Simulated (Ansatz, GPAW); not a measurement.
# Work function of a 7-layer slab of Mg(0001) at several levels, part 2 of 3

Aim: the work function of both faces of a 7-layer slab of Mg(0001), and its spread over functionals and bases.

GPAW 26.7.0 and Ansatz 0.2.0; Ansatz plane waves; slab in vacuum with a dipole correction, relaxation (the session's first sound run).

So far, upper work function (eV): step 2 (relaxing the atoms, PBE) 3.74; step 3 (the slab's potential, PBE, GPAW) 3.74.

### 4. Self-consistent run: xc = "RPBE"

Level of this step: GPAW, PAW setups; slab in vacuum (GPAW).

The same geometry under RPBE, to see how far the functional moves the levels against the vacuum.

run.py

```python
import json
import numpy as np
from ase import Atoms
from gpaw import GPAW, PW

slab = Atoms(
    ['Mg', 'Mg', 'Mg', 'Mg', 'Mg', 'Mg', 'Mg'],
    positions=[
        [0.00000, 0.00000, 7.00000],
        [3.21000, 1.85329, 9.60652],
        [0.00000, 0.00000, 12.21304],
        [3.21000, 1.85329, 14.80376],
        [-0.00000, 0.00000, 17.39328],
        [3.21000, 1.85329, 19.98636],
        [-0.00000, 0.00000, 22.60055]],
    cell=[[3.21, 0.0, 0.0], [1.605, 2.77994, 0.0], [0.0, 0.0, 29.63912]],
    pbc=[True, True, False])

slab.calc = GPAW(mode=PW(400), xc='RPBE', kpts={'size': (11, 11, 1), 'gamma': True},
                 occupations={'name': 'fermi-dirac', 'width': 0.1}, nbands='200%',
                 convergence={'density': 1e-05}, maxiter=200,
                 poissonsolver={'dipolelayer': 'xy'},
                 symmetry={'tolerance': 1e-3}, txt='slab.txt')
result = {}
energy = slab.get_potential_energy()
fermi = slab.calc.get_fermi_level()
v = slab.calc.get_electrostatic_potential().mean((0, 1)) - fermi
n = slab.calc.get_pseudo_density().mean((0, 1))
L = slab.cell[2, 2]
z = np.arange(len(v)) * L / len(v)
low, high = slab.positions[:, 2].min(), slab.positions[:, 2].max()
below, above = np.interp([low - 4.8, high + 4.8], z, v)
slopes = [np.interp(x, z, np.gradient(v, z)) for x in (low - 4.8, high + 4.8)]
eps = np.array([[slab.calc.get_eigenvalues(k, s) for k in range(len(slab.calc.get_ibz_k_points()))]
                for s in range(slab.calc.get_number_of_spins())]) - fermi
top, bottom = eps[eps < 0].max(), eps[eps > 0].min()
dipole = slab.get_dipole_moment()[2]
print(f'energy {energy:.4f} eV, Fermi level {fermi:.4f} eV, dipole {dipole:.5f} e A')
print(f'potential 4.8 A off the faces, from the Fermi level: lower {below:.4f} eV, upper {above:.4f} eV')
print(f'slope of the potential there: lower {slopes[0]:.5f}, upper {slopes[1]:.5f} eV/A')
print(f'nearest levels on the mesh: {top:.4f} and {bottom:.4f} eV')
print('magnetic moment', round(slab.get_magnetic_moment(), 3))
result.update(energy=energy, fermi=fermi, dipole=dipole, below=below, above=above, slopes=slopes, edges=[top, bottom],
              z=z.tolist(), v=v.tolist(), n=n.tolist(), positions=slab.positions.tolist(),
              forces=slab.get_forces(apply_constraint=False).tolist(), moments=slab.get_magnetic_moments().tolist())
json.dump(result, open('result.json', 'w'))
```

Started as:

```console
> OMP_NUM_THREADS=1 OPENBLAS_NUM_THREADS=1 python run.py
```

Output:

```text
energy -9.2300 eV, Fermi level 0.8089 eV, dipole 0.00008 e A
potential 4.8 A off the faces, from the Fermi level: lower 3.6785 eV, upper 3.6779 eV
slope of the potential there: lower -0.00173, upper 0.00183 eV/A
nearest levels on the mesh: -0.0706 and 0.1046 eV
magnetic moment 0.0
```

It took 5.4 min on 1 thread of Arm Neoverse V1, shared host; peak memory 0.28 GiB.

This step gave:

```yaml
dipole_along_the_normal: 7.69e-5 e·Å
levels_nearest_the_fermi_level_on_the_mesh: -0.07063, 0.1046 eV from the Fermi level
upper_work_function: 3.678 eV
lower_work_function: 3.679 eV
```

The electrostatic potential energy of an electron (without an applied field's), less the Fermi level, planar mean oscillates, so the rows of the table below give means over windows of 2.65 Å about each position, cut where the curve ends. Its maxima inside the range that stand out by 2 % of the span (Å: eV): 8.3: 0.926, 10.9: 0.949, 13.5: 0.873, 16.1: 0.881, 18.7: 0.887, 21.3: 0.965. Its minima: 7.0: -10.00, 9.6: -9.96, 12.2: -10.0, 14.8: -10.1, 17.4: -10.0, 20.0: -9.97, 22.7: -9.92.

The electrostatic potential energy of an electron (without an applied field's), less the Fermi level, planar mean by z; means over each step:

z (Å), electrostatic potential energy of an electron (without an applied field's), less the Fermi level, planar mean (eV) and a bar from the least value:
```
     1.32        3.7 ##############################
     3.97        3.5 #############################
     6.62       -3.1 #
     9.27       -3.4 
    11.92       -3.5 
    14.57       -3.5 
    17.22       -3.5 
    19.87       -3.4 
    22.52       -3.4 
    25.17        3.3 ############################
    27.82        3.7 ##############################
```

The pseudo valence density, planar mean oscillates, so the rows of the table below give means over windows of 2.54 Å about each position, cut where the curve ends. Its maxima inside the range that stand out by 2 % of the span (Å: e/Å³): 7.0: 1.55, 9.5: 1.47, 12.3: 1.50, 14.8: 1.55, 17.4: 1.54, 19.9: 1.46, 22.7: 1.52. Its minima: 8.3: 0.0888, 10.8: 0.0903, 13.5: 0.0919, 16.1: 0.0919, 18.8: 0.0913, 21.4: 0.0883.

The pseudo valence density, planar mean by z; means over each step:

z (Å), pseudo valence density, planar mean (e/Å³) and a bar:
```
     1.27       0.00 
     3.81       0.00 
     6.35       0.41 ############################
     8.89       0.44 ##############################
    11.43       0.43 ##############################
    13.97       0.43 ##############################
    16.51       0.43 ##############################
    19.05       0.43 ##############################
    21.59       0.42 #############################
    24.13       0.09 ######
    26.67       0.00 
    29.21       0.00
```

Force by atom:

| atom | x (eV/Å) | y (eV/Å) | z (eV/Å) | size |
| --- | --- | --- | --- | --- |
| Mg1 | 0.0000 | 0.0000 | -0.0690 | 0.0690 |
| Mg2 | 0.0000 | 0.0000 | 0.0349 | 0.0349 |
| Mg3 | 0.0000 | 0.0000 | -0.0167 | 0.0167 |
| Mg4 | 0.0000 | 0.0000 | -0.0029 | 0.0029 |
| Mg5 | 0.0000 | 0.0000 | -0.0006 | 0.0006 |
| Mg6 | 0.0000 | 0.0000 | -0.0065 | 0.0065 |
| Mg7 | 0.0000 | 0.0000 | 0.0587 | 0.0587 |

The upper face's work function is 3.678 eV, against 3.737 eV in the first plane-wave PBE run at this geometry.

### 5. Self-consistent run: xc = "LDA"

The same geometry under LDA, to see how far the functional moves the levels against the vacuum.

run.py, as its differences from that of step 4:

```diff
@@ -18,3 +18,3 @@
 
-slab.calc = GPAW(mode=PW(400), xc='RPBE', kpts={'size': (11, 11, 1), 'gamma': True},
+slab.calc = GPAW(mode=PW(400), xc='LDA', kpts={'size': (11, 11, 1), 'gamma': True},
                  occupations={'name': 'fermi-dirac', 'width': 0.1}, nbands='200%',
```

Output:

```text
energy -12.1625 eV, Fermi level 0.5687 eV, dipole 0.00004 e A
potential 4.8 A off the faces, from the Fermi level: lower 3.8577 eV, upper 3.8579 eV
slope of the potential there: lower -0.00149, upper 0.00158 eV/A
nearest levels on the mesh: -0.1145 and 0.1130 eV
magnetic moment 0.0
```

Wall time 3.9 min (1 thread); peak memory 0.28 GiB.

This step gave:

```yaml
dipole_along_the_normal: 4.26e-5 e·Å
levels_nearest_the_fermi_level_on_the_mesh: -0.1145, 0.1130 eV from the Fermi level
upper_work_function: 3.858 eV
lower_work_function: 3.858 eV
```

The upper face's work function is 3.858 eV, against 3.737 eV in the first plane-wave PBE run at this geometry.

### 6. OptPBE vdW: xc = "optPBE-vdW"

The same geometry under optPBE-vdW, to see how far the functional moves the levels against the vacuum (the van der Waals functionals take revPBE setups).

run.py, as its differences from that of step 5:

```diff
@@ -18,3 +18,3 @@
 
-slab.calc = GPAW(mode=PW(400), xc='LDA', kpts={'size': (11, 11, 1), 'gamma': True},
+slab.calc = GPAW(mode=PW(400), xc='optPBE-vdW', kpts={'size': (11, 11, 1), 'gamma': True},
                  occupations={'name': 'fermi-dirac', 'width': 0.1}, nbands='200%',
```

Output:

```text
energy -44.8917 eV, Fermi level 0.7012 eV, dipole 0.00003 e A
potential 4.8 A off the faces, from the Fermi level: lower 3.8324 eV, upper 3.8328 eV
slope of the potential there: lower -0.00288, upper 0.00298 eV/A
nearest levels on the mesh: -0.0860 and 0.0989 eV
magnetic moment 0.0
```

The job ended after 5.3 min (1 thread; peak memory 0.44 GiB).

This step gave:

* dipole along the normal: 2.73e-5 e·Å
* levels nearest the Fermi level on the mesh: -0.08596, 0.09894 eV from the Fermi level
* upper work function: 3.833 eV
* lower work function: 3.832 eV

The electrostatic potential energy of an electron (without an applied field's), less the Fermi level, planar mean oscillates, so the rows of the table below give means over windows of 2.65 Å about each position, cut where the curve ends. Its maxima inside the range that stand out by 2 % of the span (Å: eV): 8.3: 0.964, 10.9: 1.01, 13.5: 0.936, 16.1: 0.944, 18.7: 0.946, 21.3: 1.00. Its minima: 7.0: -9.89, 9.6: -9.85, 12.2: -9.89, 14.8: -9.93, 17.4: -9.91, 20.0: -9.86, 22.7: -9.81.

Electrostatic potential energy of an electron (without an applied field's), less the Fermi level, planar mean against z; means over each step:

| z (Å) | electrostatic potential energy of an electron (without an applied field's), less the Fermi level, planar mean (eV) |
| --- | --- |
| 1.32 | 3.83 |
| 3.97 | 3.67 |
| 6.62 | -3.06 |
| 9.27 | -3.36 |
| 11.92 | -3.39 |
| 14.57 | -3.40 |
| 17.22 | -3.40 |
| 19.87 | -3.35 |
| 22.52 | -3.34 |
| 25.17 | 3.42 |
| 27.82 | 3.83 |

The upper face's work function is 3.833 eV, against 3.737 eV in the first plane-wave PBE run at this geometry.

### 7. Self-consistent run: xc = "revPBE"

The same geometry under revPBE, to see how far the functional moves the levels against the vacuum.

run.py, as its differences from that of step 6:

```diff
@@ -18,3 +18,3 @@
 
-slab.calc = GPAW(mode=PW(400), xc='optPBE-vdW', kpts={'size': (11, 11, 1), 'gamma': True},
+slab.calc = GPAW(mode=PW(400), xc='revPBE', kpts={'size': (11, 11, 1), 'gamma': True},
                  occupations={'name': 'fermi-dirac', 'width': 0.1}, nbands='200%',
```

Output:

```text
energy -9.3591 eV, Fermi level 0.7975 eV, dipole 0.00005 e A
potential 4.8 A off the faces, from the Fermi level: lower 3.6790 eV, upper 3.6789 eV
slope of the potential there: lower -0.00168, upper 0.00174 eV/A
nearest levels on the mesh: -0.0733 and 0.1049 eV
magnetic moment 0.0
```

It took 3.4 min on 1 thread; peak memory 0.28 GiB.

Numbers from this step:

```yaml
dipole_along_the_normal: 5.33e-5 e·Å
levels_nearest_the_fermi_level_on_the_mesh: -0.07331, 0.1049 eV from the Fermi level
upper_work_function: 3.679 eV
lower_work_function: 3.679 eV
```

The electrostatic potential energy of an electron (without an applied field's), less the Fermi level, planar mean oscillates, so the rows of the table below give means over windows of 2.65 Å about each position, cut where the curve ends. Its maxima inside the range that stand out by 2 % of the span (Å: eV): 8.3: 0.941, 10.9: 0.964, 13.5: 0.889, 16.1: 0.896, 18.7: 0.903, 21.3: 0.980. Its minima: 7.0: -9.98, 9.6: -9.95, 12.2: -9.99, 14.8: -10.0, 17.4: -10.0, 20.0: -9.95, 22.7: -9.91.

The electrostatic potential energy of an electron (without an applied field's), less the Fermi level, planar mean by z; means over each step:

| z (Å) | electrostatic potential energy of an electron (without an applied field's), less the Fermi level, planar mean (eV) |
| --- | --- |
| 1.32 | 3.68 |
| 3.97 | 3.54 |
| 6.62 | -3.13 |
| 9.27 | -3.43 |
| 11.92 | -3.47 |
| 14.57 | -3.48 |
| 17.22 | -3.47 |
| 19.87 | -3.42 |
| 22.52 | -3.41 |
| 25.17 | 3.31 |
| 27.82 | 3.68 |

The upper face's work function is 3.679 eV, against 3.737 eV in the first plane-wave PBE run at this geometry.

### 8. Self-consistent run: xc = "vdW-DF2"

The same geometry under vdW-DF2, to see how far the functional moves the levels against the vacuum (the van der Waals functionals take revPBE setups).

run.py, as its differences from that of step 7:

```diff
@@ -18,3 +18,3 @@
 
-slab.calc = GPAW(mode=PW(400), xc='revPBE', kpts={'size': (11, 11, 1), 'gamma': True},
+slab.calc = GPAW(mode=PW(400), xc='vdW-DF2', kpts={'size': (11, 11, 1), 'gamma': True},
                  occupations={'name': 'fermi-dirac', 'width': 0.1}, nbands='200%',
```

Output:

```text
energy -149.2083 eV, Fermi level 0.6485 eV, dipole 0.00007 e A
potential 4.8 A off the faces, from the Fermi level: lower 3.8511 eV, upper 3.8508 eV
slope of the potential there: lower -0.00254, upper 0.00258 eV/A
nearest levels on the mesh: -0.1043 and 0.1059 eV
magnetic moment 0.0
```

It took 5.7 min on 1 thread; peak memory 0.44 GiB.

This step gave:

| Property | Result |
| --- | --- |
| dipole along the normal | 6.77e-5 e·Å |
| levels nearest the Fermi level on the mesh | -0.1043, 0.1059 eV from the Fermi level |
| upper work function | 3.851 eV |
| lower work function | 3.851 eV |

The upper face's work function is 3.851 eV, against 3.737 eV in the first plane-wave PBE run at this geometry.

### 9. Real-space grid: mode = "fd"

A real-space grid is a second complete basis, so it checks the plane-wave result.

run.py, as its differences from that of step 8:

```diff
@@ -3,3 +3,3 @@
 from ase import Atoms
-from gpaw import GPAW, PW
+from gpaw import GPAW
 
@@ -18,3 +18,3 @@
 
-slab.calc = GPAW(mode=PW(400), xc='vdW-DF2', kpts={'size': (11, 11, 1), 'gamma': True},
+slab.calc = GPAW(mode='fd', h=0.18, xc='PBE', kpts={'size': (11, 11, 1), 'gamma': True},
                  occupations={'name': 'fermi-dirac', 'width': 0.1}, nbands='200%',
```

Output:

```text
energy -10.8427 eV, Fermi level -3.7384 eV, dipole -0.00000 e A
potential 4.8 A off the faces, from the Fermi level: lower 3.7379 eV, upper 3.7379 eV
slope of the potential there: lower -0.00145, upper 0.00146 eV/A
nearest levels on the mesh: -0.0945 and 0.1089 eV
magnetic moment 0.0
```

It took 18 min on 1 thread; peak memory 1.2 GiB.

Numbers from this step:

* dipole along the normal: -2.03e-6 e·Å
* levels nearest the Fermi level on the mesh: -0.09452, 0.1089 eV from the Fermi level
* upper work function: 3.738 eV
* lower work function: 3.738 eV

The electrostatic potential energy of an electron (without an applied field's), less the Fermi level, planar mean oscillates, so the rows of the table below give means over windows of 2.62 Å about each position, cut where the curve ends. Its maxima inside the range that stand out by 2 % of the span (Å: eV): 8.3: 1.03, 10.9: 1.03, 13.6: 0.962, 16.1: 0.972, 18.7: 0.994, 21.3: 1.04. Its minima: 7.0: -9.85, 9.6: -9.85, 12.2: -9.95, 14.8: -9.94, 17.3: -9.89, 20.0: -9.87, 22.6: -9.90.

Electrostatic potential energy of an electron (without an applied field's), less the Fermi level, planar mean against z; means over each step:

```csv
z (Å),"electrostatic potential energy of an electron (without an applied field's), less the Fermi level, planar mean (eV)"
1.31,3.74
3.93,3.62
6.55,-3.01
9.17,-3.39
11.79,-3.42
14.41,-3.45
17.03,-3.44
19.65,-3.40
22.27,-3.41
24.89,3.08
27.51,3.74
```

The upper face's work function is 3.738 eV, against 3.737 eV in the first plane-wave PBE run at this geometry.

### 10. Atomic orbitals: mode = "lcao"

Atom-centred orbitals end a few angstrom from the surface, which tests how much the density's tail matters.

run.py, as its differences from that of step 9:

```diff
@@ -18,4 +18,4 @@
 
-slab.calc = GPAW(mode='fd', h=0.18, xc='PBE', kpts={'size': (11, 11, 1), 'gamma': True},
-                 occupations={'name': 'fermi-dirac', 'width': 0.1}, nbands='200%',
+slab.calc = GPAW(mode='lcao', basis='dzp', h=0.18, xc='PBE', kpts={'size': (11, 11, 1), 'gamma': True},
+                 occupations={'name': 'fermi-dirac', 'width': 0.1}, nbands='120%',
                  convergence={'density': 1e-05}, maxiter=200,
```

Output:

```text
energy -9.2793 eV, Fermi level -3.7723 eV, dipole -0.00001 e A
potential 4.8 A off the faces, from the Fermi level: lower 3.7722 eV, upper 3.7724 eV
slope of the potential there: lower -0.00027, upper 0.00027 eV/A
nearest levels on the mesh: -0.0552 and 0.0955 eV
magnetic moment 0.0
```

Wall time 17 min (1 thread); peak memory 0.39 GiB.

This step gave:

- dipole along the normal: -9.00e-6 e·Å
- levels nearest the Fermi level on the mesh: -0.05517, 0.09547 eV from the Fermi level
- upper work function: 3.772 eV
- lower work function: 3.772 eV

The electrostatic potential energy of an electron (without an applied field's), less the Fermi level, planar mean oscillates, so the rows of the table below give means over windows of 2.62 Å about each position, cut where the curve ends. Its maxima inside the range that stand out by 2 % of the span (Å: eV): 8.3: 0.963, 10.9: 0.954, 13.6: 0.880, 16.1: 0.890, 18.7: 0.911, 21.3: 0.977. Its minima: 7.0: -9.98, 9.6: -9.95, 12.2: -10.1, 14.8: -10.0, 17.3: -10.00, 20.0: -9.97, 22.6: -10.0.

The electrostatic potential energy of an electron (without an applied field's), less the Fermi level, planar mean by z; means over each step:

| z (Å) | electrostatic potential energy of an electron (without an applied field's), less the Fermi level, planar mean (eV) |
| --- | --- |
| 1.31 | 3.77 |
| 3.93 | 3.66 |
| 6.55 | -3.07 |
| 9.17 | -3.48 |
| 11.79 | -3.51 |
| 14.41 | -3.54 |
| 17.03 | -3.53 |
| 19.65 | -3.49 |
| 22.27 | -3.50 |
| 24.89 | 3.13 |
| 27.51 | 3.77 |

The upper face's work function is 3.772 eV, against 3.737 eV in the first plane-wave PBE run at this geometry.

### 11. All levels side by side

Times are for 1 thread of Arm Neoverse V1, shared host. The runs compared:

```
no.         run  upper work function (eV)     time  memory (GiB)
  1          pw                     3.737  5.8 min          0.28
  2        RPBE                     3.678  5.4 min          0.28
  3         LDA                     3.858  3.9 min          0.28
  4  optPBE vdW                     3.833  5.3 min          0.44
  5      revPBE                     3.679  3.4 min          0.28
  6     vdW DF2                     3.851  5.7 min          0.44
  7          fd                     3.738   18 min           1.2
  8        lcao                     3.772   17 min          0.39
```

(Continued in part 3 of 3.)

[Logs are printed without paths, hosts, clocks, repeated set-up lines and the standing remarks that a program may print on its own settings, such as how far it seeks lower states.]

[Hosts, paths, dates, database ids (printed as entryN), source tags and the programs' standing remarks are cut or masked in the printed files.]
